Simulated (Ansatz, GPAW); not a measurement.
## Cutoff, mesh and smearing for a 6-layer slab of Mo(110)

How do cutoff, mesh, smearing and the dipole layer change the work function of a 6-layer slab of Mo(110)?

Program: GPAW 26.7.0 and Ansatz 0.2.0. Level of theory: Ansatz plane waves; slab in vacuum with a dipole correction, relaxation, in the first sound run; inputs show where later runs differ. Results are calculated unless marked as measured.

## 1. Set-up

The cell holds 6 atoms: 6 Mo. Its edges and angles: a = 2.728 Å, b = 2.728 Å, c = 29.137 Å, α = 90.0°, β = 90.0°, γ = 70.5°. Vacuum lies along c.

## 2. Relaxation

Forces are removed first; all later runs use this geometry. The lowest 3 atoms are held at bulk positions and keep their forces.

Input file input.yaml:

```yaml
crystal:
  lattice:
    - [2.2273863607, -1.575, 0.0]
    - [2.2273863607, 1.575, 0.0]
    - [0.0, 0.0, 29.1369318037]
  atoms:
    - { symbol: Mo, position: [0.0, 0.0, 0.3088863323] }
    - { symbol: Mo, position: [0.5, 0.5, 0.3853317994] }
    - { symbol: Mo, position: [0.0, 0.0, 0.4617772665] }
    - { symbol: Mo, position: [0.5, 0.5, 0.5382227335] }
    - { symbol: Mo, position: [0.0, 0.0, 0.6146682006] }
    - { symbol: Mo, position: [0.5, 0.5, 0.6911136677] }
kpoints:
  mp_grid: { grid: [12, 12, 1] }
hamiltonian:
  xc: pbe
scf:
  occupations: { method: fermi_dirac, width: 0.1 }
efield:
  axis: 3
  dipole_correction: true
  ramp_width: 0.05
relax:
  f_tol: 0.02
  max_steps: 60
  constraints: [{ sites: [0, 1, 2] }]
output:
  write_potential: true
  write_density: true
  volumetric_format: npy
```

On the command line:

```bash
$ ansatz run input.yaml --threads 4 --pin off --max-ram 8192MiB --backend cpu --events-out ev --progress --plain --runs-dir out
```

Numbers of over 12 decimals in the logs are rounded to 6 here.

The program printed:

```text
Engine: ansatz 0.2.0, x86_64-unknown-linux-gnu
Pseudopotentials: kind: paw
Pseudopotential: Mo, paw, valence charge 14, recommended cutoff 420 eV (normal), Mo.paw.azcp
Functional definition: PBE
  parameter kappa = 0.804
  parameter beta = 0.066725
  exchange = pbe_x(kappa = kappa, mu = beta*pi^2/3)
  correlation = pbe_c(beta = beta)
Crystal: 6 atoms, lattice volume = 204.432 Å³
Basis set: ecut = 420 eV, 4059 PW (Γ), exchange–correlation on 40×40×400 points (8 copies of the dense FFT grid, shifted against one another)
Bands: 51, of which v1, the nominal top of the filled ones, is band 42 counted from 1 (41 counted from 0)
Symmetry: 4 space group operations
k-points: 43 of 144
Non-local potential: Mo, projectors of the file, l = 0: 3, l = 1: 2, l = 2: 2, l = 3: 1
PAW form: soft (Blöchl's): semilocal exchange-correlation on the pseudo side does not see the compensation charge
PAW one-centre angular grid: Mo, 590 points (default); XC on 64 Gauss nodes
Initial density: superposition of atomic densities (neutral atoms: chi_scale 0, normalization atom), corrected by the library's trained network
Initial wavefunctions: pseudopotential atomic-orbital guess
Functional: x = pbe(κ = 0.804, μ = 0.219515), c = pbe(β = 0.066725)
SCF iter   1: F=—  HF=-29733.715988 eV  |F-HF|=—  |Δ(HF+E_count)|=         —  Δρ=4.11e-3  dr2=2.80e-1  ethr=1.77e-3  p=0.000 e·Å  D=1.63e-13 V/Å  ΔV_dip=-0.00 eV  dr2_dipole=3.06e-8  V_vac-E_F(+/−)=4.87/4.87 eV  ⟨swp⟩=8.8  Hψ=22636  notcnv=0  defer=34
efield: sawtooth ramp at fractional position 0.9750 (placed from the atoms, in the widest stretch of the axis that holds none; the zero of the levels goes with the place), width 0.0500; the density the first Hamiltonian is built on has a dipole p = 0.000 e·Å; the dipole correction subtracts the counter field D = 1.63e-13 V/Å, which shifts the + side's vacuum level by -0.00 eV against the − side's; the planar-averaged density in the ramp window peaks in size at 1.5e-5 e/Å³
automatic band count: the SCF goes on with 60 bands, as 51 were too few: the levels above may hold too much charge
preconditioner: auto → LDOS  [metal: Δε(μ)=0.036 eV  Ē_g=5.392 eV  σ=0.100 eV  W_gap=0.09  n_scr=20 (ndim 8)  ℏωp=15.6 eV  f_vac=0.485  D(μ)=4.39/eV (n_scr^D=18)  β→1.0]
SCF iter   2: F=—  HF=-29733.710824 eV  |F-HF|=—  |Δ(HF+E_count)|=   5.16e-3  Δρ=2.16e-3  dr2=3.79e-2  ethr=3.34e-4  p=0.000 e·Å  D=3.47e-6 V/Å  ΔV_dip=-0.00 eV  dr2_dipole=1.08e-7  V_vac-E_F(+/−)=4.68/4.68 eV  ⟨swp⟩=1.8  Hψ=3140  notcnv=0  defer=44
SCF iter   3: F=—  HF=-29733.707470 eV  |F-HF|=—  |Δ(HF+E_count)|=   3.35e-3  Δρ=3.90e-4  dr2=1.26e-3  ethr=4.52e-5  p=0.000 e·Å  D=9.49e-7 V/Å  ΔV_dip=-0.00 eV  dr2_dipole=7.23e-9  V_vac-E_F(+/−)=4.70/4.70 eV  ⟨swp⟩=2.0  Hψ=3235  notcnv=0  defer=44
SCF iter   4: F=—  HF=-29733.707315 eV  |F-HF|=—  |Δ(HF+E_count)|=   1.56e-4  Δρ=1.10e-4  dr2=4.60e-5  ethr=1.50e-6  p=0.000 e·Å  D=9.55e-7 V/Å  ΔV_dip=-0.00 eV  dr2_dipole=1.84e-9  V_vac-E_F(+/−)=4.68/4.68 eV  ⟨swp⟩=2.1  Hψ=3453  notcnv=0  defer=44
SCF iter   5: F=—  HF=-29733.707322 eV  |F-HF|=—  |Δ(HF+E_count)|=   7.78e-6  Δρ=5.45e-5  dr2=2.11e-5  ethr=5.48e-8  p=0.000 e·Å  D=6.28e-8 V/Å  ΔV_dip=-0.00 eV  dr2_dipole=1.75e-10  V_vac-E_F(+/−)=4.68/4.68 eV  ⟨swp⟩=3.2  Hψ=4521  notcnv=0  defer=44
SCF iter   6: F=-29733.707322 eV  HF=-29733.707323 eV  |F-HF|=4.23e-7  |Δ(HF+E_count)|=   2.78e-7  Δρ=1.46e-5  dr2=1.60e-6  ethr=1.19e-8  p=-0.000 e·Å  D=-5.45e-8 V/Å  ΔV_dip=0.00 eV  dr2_dipole=1.72e-13  V_vac-E_F(+/−)=4.67/4.67 eV  ⟨swp⟩=12.8  Hψ=20426  notcnv=0
SCF 1 converged in 6 iterations: F = -29733.707322 eV  dr2 = 1.60e-6
  greatest PAW one-centre occupation: 0.998 electrons in one spin orbital (limit 2), on the Mo atom at site 5 (counted from 0), in its partial waves of l = 0
relax step   1: F+E_penalty+E_count = -29733.70732216 eV  Δ(F+E_penalty+E_count) = +0.000e0 eV  max|allowed force component| = 6.795e-1 eV/Å  Δτ_max = 0.0000 Å  (6 SCF iters, dr2 threshold 1.00e-5 eV, accepted)
Bands: 60, of which v1, the nominal top of the filled ones, is band 42 counted from 1 (41 counted from 0)
Initial density: handed on by an earlier stage of this run
Initial wavefunctions: those handed on with the density
iter 1 solved again at ethr=7.16e-4 eV; its pass at ethr=3.10e-3 eV (dr2=6.01e-1 eV) is discarded
SCF iter   1: F=—  HF=-29733.725800 eV  |F-HF|=—  |Δ(HF+E_count)|=         —  Δρ=8.76e-3  dr2=7.00e-1  ethr=7.16e-4  p=0.000 e·Å  D=1.31e-6 V/Å  ΔV_dip=-0.00 eV  dr2_dipole=1.08e-1  V_vac-E_F(+/−)=4.68/4.68 eV  ⟨swp⟩=1.3  Hψ=8837  notcnv=0  defer=62
efield: sawtooth ramp at fractional position 0.9750 (handed on by an earlier solve), width 0.0500; the density the first Hamiltonian is built on has a dipole p = 0.000 e·Å; the dipole correction subtracts the counter field D = 1.31e-6 V/Å, which shifts the + side's vacuum level by -0.00 eV against the − side's; the planar-averaged density in the ramp window peaks in size at 3.1e-6 e/Å³
eigensolver tolerance schedule calibrated: the retry pair's looser diagonalisation under-reported the residual by θ = 0.14 (0.22/decade); ethr = c·dr2/N_el runs at the constant in force after the calibration composes with the one it found (an armed cap, an earlier calibration), c = 2.0e-2
preconditioner: auto → LDOS  [metal: Δε(μ)=0.034 eV  Ē_g=5.447 eV  σ=0.100 eV  W_gap=0.09  n_scr=20 (ndim 8)  ℏωp=15.6 eV  f_vac=0.490  D(μ)=4.15/eV (n_scr^D=16)  β→1.0]
SCF iter   2: F=—  HF=-29733.706513 eV  |F-HF|=—  |Δ(HF+E_count)|=   1.93e-2  Δρ=4.29e-3  dr2=1.49e-1  ethr=1.70e-4  p=0.008 e·Å  D=7.18e-3 V/Å  ΔV_dip=-0.21 eV  dr2_dipole=1.88e-4  V_vac-E_F(+/−)=4.45/4.66 eV  ⟨swp⟩=3.6  Hψ=5220  notcnv=0  defer=62
SCF iter   3: F=—  HF=-29733.693668 eV  |F-HF|=—  |Δ(HF+E_count)|=   1.28e-2  Δρ=1.64e-3  dr2=1.93e-2  ethr=3.64e-5  p=0.005 e·Å  D=4.78e-3 V/Å  ΔV_dip=-0.14 eV  dr2_dipole=6.19e-7  V_vac-E_F(+/−)=4.52/4.65 eV  ⟨swp⟩=2.8  Hψ=5307  notcnv=0  defer=62
SCF iter   4: F=—  HF=-29733.690282 eV  |F-HF|=—  |Δ(HF+E_count)|=   3.39e-3  Δρ=3.71e-4  dr2=8.28e-4  ethr=4.71e-6  p=0.007 e·Å  D=5.97e-3 V/Å  ΔV_dip=-0.17 eV  dr2_dipole=1.52e-5  V_vac-E_F(+/−)=4.48/4.65 eV  ⟨swp⟩=2.9  Hψ=4816  notcnv=0  defer=65
SCF iter   5: F=—  HF=-29733.690267 eV  |F-HF|=—  |Δ(HF+E_count)|=   1.54e-5  Δρ=1.19e-4  dr2=6.38e-5  ethr=2.02e-7  p=0.007 e·Å  D=6.33e-3 V/Å  ΔV_dip=-0.18 eV  dr2_dipole=2.82e-6  V_vac-E_F(+/−)=4.47/4.65 eV  ⟨swp⟩=3.1  Hψ=4699  notcnv=0  defer=65
[...]
preconditioner: auto → LDOS  [metal: Δε(μ)=0.058 eV  Ē_g=5.402 eV  σ=0.100 eV  W_gap=0.14  n_scr=20 (ndim 8)  ℏωp=15.6 eV  f_vac=0.486  D(μ)=4.16/eV (n_scr^D=16)  β→1.0]
SCF iter   2: F=—  HF=-29733.740332 eV  |F-HF|=—  |Δ(HF+E_count)|=   4.40e-3  Δρ=2.49e-3  dr2=5.94e-2  ethr=2.95e-4  p=0.005 e·Å  D=4.16e-3 V/Å  ΔV_dip=-0.12 eV  dr2_dipole=2.45e-3  V_vac-E_F(+/−)=4.54/4.67 eV  ⟨swp⟩=2.0  Hψ=3608  notcnv=0  defer=63
SCF iter   3: F=—  HF=-29733.735907 eV  |F-HF|=—  |Δ(HF+E_count)|=   4.42e-3  Δρ=8.19e-4  dr2=4.89e-3  ethr=7.07e-5  p=0.005 e·Å  D=4.76e-3 V/Å  ΔV_dip=-0.14 eV  dr2_dipole=2.15e-4  V_vac-E_F(+/−)=4.52/4.66 eV  ⟨swp⟩=2.0  Hψ=3454  notcnv=0  defer=63
SCF iter   4: F=—  HF=-29733.735209 eV  |F-HF|=—  |Δ(HF+E_count)|=   6.98e-4  Δρ=2.00e-4  dr2=1.97e-4  ethr=5.82e-6  p=0.005 e·Å  D=4.20e-3 V/Å  ΔV_dip=-0.12 eV  dr2_dipole=4.61e-5  V_vac-E_F(+/−)=4.54/4.66 eV  ⟨swp⟩=2.9  Hψ=4248  notcnv=0  defer=63
SCF iter   5: F=—  HF=-29733.735203 eV  |F-HF|=—  |Δ(HF+E_count)|=   5.37e-6  Δρ=9.48e-5  dr2=4.11e-5  ethr=2.35e-7  p=0.005 e·Å  D=4.04e-3 V/Å  ΔV_dip=-0.12 eV  dr2_dipole=4.03e-6  V_vac-E_F(+/−)=4.54/4.66 eV  ⟨swp⟩=2.5  Hψ=3830  notcnv=0  defer=63
SCF iter   6: F=—  HF=-29733.735130 eV  |F-HF|=—  |Δ(HF+E_count)|=   7.33e-5  Δρ=4.92e-5  dr2=1.04e-5  ethr=4.90e-8  p=0.004 e·Å  D=3.88e-3 V/Å  ΔV_dip=-0.11 eV  dr2_dipole=1.12e-7  V_vac-E_F(+/−)=4.55/4.66 eV  ⟨swp⟩=2.1  Hψ=3186  notcnv=0  defer=63
SCF iter   7: F=—  HF=-29733.735131 eV  |F-HF|=—  |Δ(HF+E_count)|=   4.73e-7  Δρ=1.47e-5  dr2=1.55e-6  ethr=1.24e-8  p=0.004 e·Å  D=3.80e-3 V/Å  ΔV_dip=-0.11 eV  dr2_dipole=8.41e-8  V_vac-E_F(+/−)=4.55/4.66 eV  ⟨swp⟩=2.1  Hψ=3231  notcnv=0  defer=63
SCF iter   8: F=—  HF=-29733.735131 eV  |F-HF|=—  |Δ(HF+E_count)|=   1.05e-7  Δρ=3.60e-6  dr2=1.04e-7  ethr=1.84e-9  p=0.004 e·Å  D=3.77e-3 V/Å  ΔV_dip=-0.11 eV  dr2_dipole=2.09e-8  V_vac-E_F(+/−)=4.55/4.66 eV  ⟨swp⟩=2.0  Hψ=3519  notcnv=0  defer=63
SCF iter   9: F=-29733.735131 eV  HF=-29733.735131 eV  |F-HF|=1.80e-9  |Δ(HF+E_count)|=   2.39e-8  Δρ=1.34e-6  dr2=8.90e-9  ethr=1.19e-10  p=0.004 e·Å  D=3.75e-3 V/Å  ΔV_dip=-0.11 eV  dr2_dipole=1.15e-10  V_vac-E_F(+/−)=4.55/4.66 eV  ⟨swp⟩=10.8  Hψ=17255  notcnv=0
SCF 3 converged in 9 iterations: F = -29733.735131 eV  dr2 = 8.90e-9
relax step   3: F+E_penalty+E_count = -29733.73513069 eV  Δ(F+E_penalty+E_count) = -2.781e-2 eV  max|allowed force component| = 7.766e-2 eV/Å  Δτ_max = 0.0509 Å  (9 SCF iters, accepted)
[...]
relax step   4: F+E_penalty+E_count = -29733.73543602 eV  Δ(F+E_penalty+E_count) = -3.053e-4 eV  max|allowed force component| = 2.365e-2 eV/Å  Δτ_max = 0.0065 Å  (5 SCF iters, accepted)
SCF iter   1: F=—  HF=-29733.735536 eV  |F-HF|=—  |Δ(HF+E_count)|=         —  Δρ=1.28e-4  dr2=1.22e-4  ethr=6.30e-7  p=0.004 e·Å  D=3.44e-3 V/Å  ΔV_dip=-0.10 eV  dr2_dipole=1.89e-5  V_vac-E_F(+/−)=4.56/4.66 eV  ⟨swp⟩=2.0  Hψ=4070  notcnv=0  defer=63
efield: sawtooth ramp at fractional position 0.9750 (handed on by an earlier solve), width 0.0500; the density the first Hamiltonian is built on has a dipole p = 0.004 e·Å; the dipole correction subtracts the counter field D = 3.44e-3 V/Å, which shifts the + side's vacuum level by -0.10 eV against the − side's; the planar-averaged density in the ramp window peaks in size at 3.7e-6 e/Å³
preconditioner: auto → LDOS  [metal: Δε(μ)=0.044 eV  Ē_g=5.401 eV  σ=0.100 eV  W_gap=0.11  n_scr=20 (ndim 8)  ℏωp=15.6 eV  f_vac=0.486  D(μ)=4.19/eV (n_scr^D=16)  β→1.0]
SCF iter   2: F=—  HF=-29733.735527 eV  |F-HF|=—  |Δ(HF+E_count)|=   9.01e-6  Δρ=6.21e-5  dr2=3.14e-5  ethr=1.45e-7  p=0.004 e·Å  D=3.45e-3 V/Å  ΔV_dip=-0.10 eV  dr2_dipole=1.46e-6  V_vac-E_F(+/−)=4.56/4.66 eV  ⟨swp⟩=2.1  Hψ=3538  notcnv=0  defer=63
SCF iter   3: F=—  HF=-29733.735459 eV  |F-HF|=—  |Δ(HF+E_count)|=   6.89e-5  Δρ=2.54e-5  dr2=4.49e-6  ethr=3.74e-8  p=0.004 e·Å  D=3.44e-3 V/Å  ΔV_dip=-0.10 eV  dr2_dipole=1.44e-8  V_vac-E_F(+/−)=4.56/4.66 eV  ⟨swp⟩=2.0  Hψ=3504  notcnv=0  defer=63
SCF iter   4: F=—  HF=-29733.735458 eV  |F-HF|=—  |Δ(HF+E_count)|=   6.75e-7  Δρ=4.66e-6  dr2=1.06e-7  ethr=5.34e-9  p=0.004 e·Å  D=3.44e-3 V/Å  ΔV_dip=-0.10 eV  dr2_dipole=1.78e-10  V_vac-E_F(+/−)=4.56/4.66 eV  ⟨swp⟩=3.3  Hψ=4960  notcnv=0  defer=63
SCF iter   5: F=-29733.735458 eV  HF=-29733.735458 eV  |F-HF|=3.47e-9  |Δ(HF+E_count)|=   5.13e-9  Δρ=1.01e-6  dr2=2.95e-9  ethr=1.19e-10  p=0.004 e·Å  D=3.44e-3 V/Å  ΔV_dip=-0.10 eV  dr2_dipole=3.42e-10  V_vac-E_F(+/−)=4.56/4.66 eV  ⟨swp⟩=10.3  Hψ=16776  notcnv=0
SCF 5 converged in 5 iterations: F = -29733.735458 eV  dr2 = 2.95e-9
relax step   5: F+E_penalty+E_count = -29733.73545784 eV  Δ(F+E_penalty+E_count) = -2.182e-5 eV  max|allowed force component| = 4.383e-4 eV/Å  Δτ_max = 0.0020 Å  (5 SCF iters, accepted)
NSCF: frozen V_eff on 43 k-points
the band table was solved once a step of the walk had ended and its energy, with any forces and stress, was formed, with the checks that follow a solve (12808 applications of the Hamiltonian). They found nothing against the state; the energy, forces and stress were not computed again (output.eigenvalues in the input reference)
SCF converged after 5 iterations
Free energy (F): -29733.735458 eV
Harris-Foulkes:  -29733.735458 eV  (|F-HF|=3.47e-9)
Internal energy: -29733.590229 eV  (E = F + TS)
E sigma→0 (E₀):  -29733.662844 eV
Entropy (-TS):   -0.145229 eV (-24.205 meV/atom)
Fermi energy:    7.259245 eV
Dipole field:    D = 0.003465 V/Å  (p = 0.003915 e·Å, saw-weighted, corrected)
Work function:   Φ+ = 4.5601 eV   Φ− = 4.6611 eV
Levels:          The Fermi level and band energies are counted from a zero that moves with the ramp; work functions are not
--- Per-component energies (eV) ---
  E_band       = -1483.918157
  E_kinetic    = 2640.516458
  E_local      = -136310.768985  (includes V_loc(G=0)·N_el)
  E_nonlocal   = 858.077618
  E_hartree    = 66780.923948
  E_xc         = -1097.736262
  E_vxc        = -1369.676139  (∫ρ·V_xc dr)
  E_paw        = -19207.721031  (= ΣΔE_a)
  E_vpaw       = -863.923833  (= ΣTr[D̂ρ^β])
  E_aug_tail   = 0.000253  (compensation charges beyond the density's cutoff)
  E_efield     = 0.000007  (sawtooth field / dipole correction)
  E_vefield    = -0.000702  (∫n·V_field dr)
  E_ewald      = 56603.117764
  E_smearing   = -0.145229  (= −TS)
  E_closure    = -0.000000  (closes the sum)
  Σ components = -29733.735458   (vs F -29733.735458, Δ=0.00e0)
--- Forces (eV/Å), atoms counted from 1 ---
  atom   1  Mo     0.00000000     0.00000000     0.54680925
  atom   2  Mo     0.00000000    -0.00000000    -0.65805219
  atom   3  Mo     0.00000000     0.00000000     0.11055011
  atom   4  Mo     0.00000000    -0.00000000    -0.00005022
  atom   5  Mo     0.00000000     0.00000000     0.00030956
  atom   6  Mo     0.00000000     0.00000000     0.00043829
  max |Σ_I F_I| component: 4.80e-6 eV/Å
--- Band table (eV; the first three rows and the last of 43) ---
  k-point 0: bands = [... 38 lower, 5.8888, 6.0011, 6.1366, 6.7329, 6.7809, 7.8565, 7.8593, 8.4211, ... 14 higher]
  k-point 1: bands = [... 38 lower, 5.7759, 6.0676, 6.3530, 6.4194, 7.0162, 7.3837, 7.8627, 8.1255, ... 14 higher]
  k-point 2: bands = [... 38 lower, 5.6747, 5.8102, 6.4001, 6.5898, 6.9091, 7.0284, 7.6411, 8.1457, ... 14 higher]
  k-point 42: bands = [... 38 lower, 7.5705, 7.6398, 7.9373, 8.2460, 8.3347, 8.6806, 9.2664, 9.4435, ... 14 higher]
--- Relaxed structure (5 steps of the walk, 4 accepted, 0 SCFs on fresh bases) ---
  F+E_penalty+E_count = -29733.73545784 eV   max|allowed force component| = 4.383e-4 eV/Å
  atoms:
    - { symbol: Mo, position: [0.0, 0.0, 0.308886] }
    - { symbol: Mo, position: [0.5, 0.5, 0.385332] }
    - { symbol: Mo, position: [0.0, 0.0, 0.461777] }
    - { symbol: Mo, position: [0.5, 0.5, 0.538782] }
    - { symbol: Mo, position: [-7.700241238849886e-19, 7.700241238849886e-19, 0.616168] }
    - { symbol: Mo, position: [0.5, 0.5, 0.689561] }
```

Elapsed: 30 s, on 4 threads of AMD EPYC 9R14 (Zen 4), shared host; peak memory 0.84 GiB.

The steps of the relaxation:

```tsv
step	energy less that of the first step (eV)	largest force component (eV/Å)
1	0.0000	0.6795
2	0.0170	0.9010
3	-0.0278	0.0777
4	-0.0281	0.0237
5	-0.0281	0.0004
```

Relaxation step 2 was tried and not accepted.

Forces are held to the 4 operations that the run works with; a distortion that breaks them can't arise in this run.

The atoms that moved most (Å):

```tsv
atom	dx	dy	dz	length
Mo6	0.000	0.000	-0.045	0.045
Mo5	0.000	0.000	0.044	0.044
Mo4	0.000	0.000	0.016	0.016
```

The relaxed structure:

```xyz
6
Lattice="2.2274 -1.5750 0.0000 2.2274 1.5750 0.0000 0.0000 0.0000 29.1369" Properties=species:S:1:pos:R:3
Mo    0.0000    0.0000    9.0000
Mo    2.2274    0.0000   11.2274
Mo    0.0000    0.0000   13.4548
Mo    2.2274    0.0000   15.6984
Mo    0.0000    0.0000   17.9532
Mo    2.2274    0.0000   20.0917
```

This step gave:

```
free energy             : -29733.7355 eV
smearing term TS        : 0.1452 eV
symmetry operations     : 4
upper work function     : 4.560 eV
lower work function     : 4.661 eV
dipole along the normal : 0.003915 e·Å
dipole field            : 0.003465 V/Å
vacuum level above      : 11.82 eV
vacuum level below      : 11.92 eV
```

The electrostatic potential energy of an electron (with the applied field's), less the Fermi level, planar mean oscillates, so the rows of the table below give means over windows of 2.26 Å about each position, cut where the curve ends. Its maxima inside the range that stand out by 2 % of the span (Å: eV): 10.1: -2.26, 12.4: -2.34, 14.6: -2.04, 16.8: -2.21, 19.1: -3.22. Its minima: 9.0: -23.3, 11.2: -23.8, 13.4: -23.5, 15.7: -23.6, 17.9: -23.7, 20.1: -23.4.

The electrostatic potential energy of an electron (with the applied field's), less the Fermi level, planar mean by z; means over each step:

z (Å), electrostatic potential energy of an electron (with the applied field's), less the Fermi level, planar mean (eV) and a bar from the least value:
```
     1.13        4.7 ##############################
     3.39        4.7 ##############################
     5.65        4.6 ##############################
     7.91       -5.0 ##############
    10.17      -12.9 #
    12.43      -13.0 #
    14.69      -12.7 ##
    16.95      -12.7 ##
    19.21      -13.8 
    21.47       -1.6 ####################
    23.73        4.5 ##############################
    25.99        4.6 ##############################
    28.25        4.6 ##############################
```

The valence density, planar mean oscillates, so the rows of the table below give means over windows of 2.19 Å about each position, cut where the curve ends. Its maxima inside the range that stand out by 2 % of the span (Å: e/Å³): 9.0: 1.61, 11.2: 1.61, 13.4: 1.60, 15.7: 1.61, 17.9: 1.60, 20.1: 1.61. Its minima: 10.1: 0.327, 12.4: 0.323, 14.6: 0.316, 16.8: 0.315, 19.1: 0.365.

Valence density, planar mean against z; means over each step:

```tsv
z (Å)	valence density, planar mean (e/Å³)
3.29	6.3e-6
5.48	0.00124
7.67	0.286
9.86	0.888
12.05	0.888
14.24	0.881
16.43	0.878
18.62	0.936
20.81	0.704
23.00	0.00530
25.19	2.9e-5
```

The relaxation lowered the energy of the cell by 0.0281 eV.

[end of part 1 of 2]

[Logs are printed without paths, hosts, clocks, repeated set-up lines and the standing remarks that a program may print on its own settings, such as how far it seeks lower states.]

[Hosts, paths, dates, database ids (printed as entryN), source tags and the programs' standing remarks are cut or masked in the printed files.]
